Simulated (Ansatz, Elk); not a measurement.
# Bonding as seen by X-rays: BiB3, part 2 of 2

The structure of BiB3 used here is made up (a known structure type with other elements) and was relaxed beforehand with PBE. The aim is the Fourier transform of its all-electron density, F(hkl), set beside the sum over free spherical atoms that refinements use.

Elk 11.2.3 (patched build); all-electron DFT.

So far. Step 4 (Another try): Its structure factors differ from the first run's by R = 27.0 %.

The structure was built from a prototype and need not be the compound's stable phase.

### 5. Another functional

Level of this step: DFT, LDA (Perdew-Wang), all-electron APW+lo, Dirac cores, scalar-relativistic bands, static density, no spin (Elk).

The difference from free atoms is small, so it is set against the change that LDA (Perdew-Wang) makes.

Contents of elk.in:

```
tasks
  0
  195

xctype
  3

spinpol
  .false.

rgkmax
  7.0

gmaxvr
  14.0

lmaxo
  7

lmaxapw
  8

swidth
  0.002

tshift
  .false.

ramdisk
  .false.

hmaxvr
  5.5

maxscl
  120

epspot
  1e-06

sppath
  './'

avec
  7.21103401334 -0.00000000000 -0.00000000000
  0.00000000000 7.21103401334 0.00000000000
  0.00000000000 0.00000000000 7.21103401334

atoms
  2
  'Bi.in'
  1
  -0.0000000000 0.0000000000 0.0000000000   0.000000 0.000000 0.000000
  'B.in'
  3
  0.5000000000 0.5000000000 -0.0000000000   0.000000 0.000000 0.000000
  0.5000000000 -0.0000000000 0.5000000000   0.000000 0.000000 0.000000
  0.0000000000 0.5000000000 0.5000000000   0.000000 0.000000 0.000000

ngridk
  6 6 6
```

Command:

```console
> OMP_NUM_THREADS=4 elk
```

Numbers of over 12 decimals in the logs are rounded to 6 here.

Log:

```text
┌─────────────────────────┐
│ Elk code version 11.2.3 │
└─────────────────────────┘

All units are atomic (Hartree, Bohr, etc.)

┌─────────────────────────────────────────────────┐
│ Ground-state run starting from atomic densities │
└─────────────────────────────────────────────────┘

Lattice vectors :
   7.211034013      -0.000000000      -0.000000000
   0.000000000       7.211034013       0.000000000
   0.000000000       0.000000000       7.211034013

Reciprocal lattice vectors :
  0.8713293122       0.000000000       0.000000000
[...]
muffin-tins (core leakage)
  species : 1 (Bi)
[...]
species : 2 (B)
[...]
atom 2                    :    3.556658854     (  0.6645763984E-04)
   atom 3                    :    3.556658854     (  0.6645763984E-04)
 total in muffin-tins        :    92.06891729
 total calculated charge     :    97.99840456
 total charge                :    98.00000000
 error                       :   0.1595442278E-02

┌──────────────────────────────┐
│ Self-consistent loop stopped │
└──────────────────────────────┘

Warning : core states of species 1 leak from the muffin-tin :   0.6941232509E-03

Wrote STATE.OUT
[key lines of the parts left out:]
total energy                :     -21643.572025328
```

Wall time 7 s (4 threads of Arm Neoverse V2, shared host); peak memory 0.2 GiB; 17 s of CPU time.

Against the first run R = 0.03 %; the largest change is -0.032 at 600.

### 6. Basis size

A smaller basis shows how fast F responds to it; the change is likely larger than the basis error of the first run, but doesn't show convergence.

Changes to elk.in since step 5:

```diff
@@ -5,3 +5,3 @@
 xctype
-  3
+  20
 
@@ -11,3 +11,3 @@
 rgkmax
-  7.0
+  5.5
```

Command:

```console
> OMP_NUM_THREADS=4 elk
```

Log:

```text
┌─────────────────────────┐
│ Elk code version 11.2.3 │
└─────────────────────────┘

All units are atomic (Hartree, Bohr, etc.)

┌─────────────────────────────────────────────────┐
│ Ground-state run starting from atomic densities │
└─────────────────────────────────────────────────┘

Lattice vectors :
   7.211034013      -0.000000000      -0.000000000
   0.000000000       7.211034013       0.000000000
   0.000000000       0.000000000       7.211034013

Reciprocal lattice vectors :
  0.8713293122       0.000000000       0.000000000
[...]
muffin-tins (core leakage)
  species : 1 (Bi)
[...]
species : 2 (B)
[...]
atom 2                    :    3.554997767     (  0.6446168887E-04)
   atom 3                    :    3.554997767     (  0.6446168887E-04)
 total in muffin-tins        :    92.01903876
 total calculated charge     :    97.99801822
 total charge                :    98.00000000
 error                       :   0.1981782153E-02

┌──────────────────────────────┐
│ Self-consistent loop stopped │
└──────────────────────────────┘

Warning : core states of species 1 leak from the muffin-tin :   0.6913331354E-03

Wrote STATE.OUT
[key lines of the parts left out:]
total energy                :     -21655.756098598
```

Run time: 9.5 s. Hardware: 4 threads; peak memory 0.2 GiB.

Against the first run R = 0.01 %; the largest change is -0.018 at 220.

### 7. A coarser k-mesh

About half the k-points along each axis test the sampling.

Changes to elk.in since step 6:

```diff
@@ -11,3 +11,3 @@
 rgkmax
-  5.5
+  7.0
 
@@ -60,2 +60,2 @@
 ngridk
-  6 6 6
+  3 3 3
```

Command:

```console
> OMP_NUM_THREADS=4 elk
```

Log:

```text
┌─────────────────────────┐
│ Elk code version 11.2.3 │
└─────────────────────────┘

All units are atomic (Hartree, Bohr, etc.)

┌─────────────────────────────────────────────────┐
│ Ground-state run starting from atomic densities │
└─────────────────────────────────────────────────┘

Lattice vectors :
   7.211034013      -0.000000000      -0.000000000
   0.000000000       7.211034013       0.000000000
   0.000000000       0.000000000       7.211034013

Reciprocal lattice vectors :
  0.8713293122       0.000000000       0.000000000
[...]
muffin-tins (core leakage)
  species : 1 (Bi)
[...]
species : 2 (B)
[...]
atom 2                    :    3.552910968     (  0.6433759266E-04)
   atom 3                    :    3.552910968     (  0.6433759266E-04)
 total in muffin-tins        :    92.00810087
 total calculated charge     :    97.99841488
 total charge                :    98.00000000
 error                       :   0.1585123078E-02

┌──────────────────────────────┐
│ Self-consistent loop stopped │
└──────────────────────────────┘

Warning : core states of species 1 leak from the muffin-tin :   0.6896409085E-03

Wrote STATE.OUT
[key lines of the parts left out:]
total energy                :     -21655.763138785
```

The job ended after 8.2 s (4 threads; peak memory 0.2 GiB; 14 s of CPU time).

Against the first run R = 0.00 %; the largest change is -0.035 at 200.

### 8. Settings against the effect

```csv
run,R against the first run (%),"R against neutral atoms, low angle (%)",wall time
"PBE, rgkmax 7",0.00,0.12,11 s
LDA (Perdew-Wang),0.03,0.10,7 s
rgkmax 5.5,0.01,0.12,9.5 s
k-mesh 3×3×3,0.00,0.12,8.2 s
```

### 9. What came out

```
R against neutral atoms, sin θ/λ < 0.3 Å⁻¹ : 0.12 %
R against neutral atoms, 0.3 to 0.81 Å⁻¹   : 0.06 %
```

**Reading.** Independent neutral atoms miss the calculated amplitudes by R = 0.12 % below 0.3 Å⁻¹ and 0.06 % from there to 0.81 Å⁻¹; by shells, 0.28 % below 0.15 Å⁻¹ (1 form), 0.10 % 0.15 to 0.3 (4 forms), 0.06 % 0.3 to 0.45 (6 forms), 0.06 % above 0.45 (33 forms). Bonding, aspherical density and the tables' own atoms all enter these figures, and the runs don't part them. The largest change of an amplitude is -0.20 electrons, at 100. The window's part falls from 12.0 electrons at the origin to at most 0.09 between 0.45 and 0.81 Å⁻¹. Below 0.3 Å⁻¹ the changes that finished (LDA (Perdew-Wang), rgkmax 5.5 and k-mesh 3×3×3) move F by R = 0.02 % at most, against the 0.12 % that separates it from free atoms. Spin-orbit coupling is left out, which can matter for elements this heavy. Part of the difference isn't bonding: the tables are fits to free atoms and ions calculated by other methods than this functional. Thermal motion, anomalous dispersion and extinction are left out.

[Logs are printed without paths, hosts, clocks, repeated set-up lines and the standing remarks that a program may print on its own settings, such as how far it seeks lower states.]

[Hosts, paths, dates, database ids (printed as entryN), source tags and the programs' standing remarks are cut or masked in the printed files.]
